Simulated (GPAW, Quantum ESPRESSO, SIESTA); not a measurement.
# Out-of-plane response of hcp Ru under biaxial strain, QE, PBE

Calculated with Quantum ESPRESSO 7.5: PBE; plane waves, GBRV 1.5 ultrasoft, 45/270 Ry; k-mesh 13×13×7. The first two cell vectors are strained alike from typed lattice constants; the third vector's length and the atoms are relaxed.

```
in-plane strain (%)  100 ln(c/c at zero strain)
                 -4                       2.179
                 -3                       1.604
                 -2                       1.053
                 -1                       0.521
                  0                           0
                 +1                      -0.538
                 +2                      -1.042
                 +3                      -1.602
                 +4                           ?
```

**Question.** Fit a second-order form in the logarithmic strain to the rows given and extrapolate to the withheld row.

Worked fit:

With u = ln[(1 + ε)/(1 + ε0)], counted from the row at ε0 = +0 % where y0 = 0, a second-order form y = y0 + a u + b u² makes v = (y − y0)/u a line in u.

```
         u         v
-0.0408220  -53.3781
-0.0304592  -52.6606
-0.0202027  -52.1217
-0.0100503  -51.8391
0.00995033  -54.0686
 0.0198026  -52.6193
 0.0295588  -54.1971
```

With n = 7: mean u = -0.00603178, mean v = -52.9835, Σ(u − ū)² = 0.0042136, Σ(u − ū)(v − v̄) = -0.062094. Slope b = -0.062094 / 0.0042136 = -14.737; intercept a = v̄ − b ū = -53.072.

At the withheld row u = 0.03922, v = a + b u = -53.65, and y = y0 + u v.

Prediction at +4: -2.104. The run gave -2.143, so the fit is high by 0.039 (1.8 % of the value).

The first-order term says that the third edge changes by -0.53 % for each per cent of in-plane stretch at ε0. The second-order term makes up 1.1 % of v at the withheld row. Among the rows given, the largest miss of the fit is at -4, by 0.037 (0.86 % of the range of the table).

Limits: The nuclei are static. The DFT runs use Fermi–Dirac occupations of width 0.1 eV, and energies are free energies.

[Logs are printed without paths, hosts, clocks, repeated set-up lines and the standing remarks that a program may print on its own settings, such as how far it seeks lower states.]

[Hosts, paths, dates, database ids (printed as entryN), source tags and the programs' standing remarks are cut or masked in the printed files.]
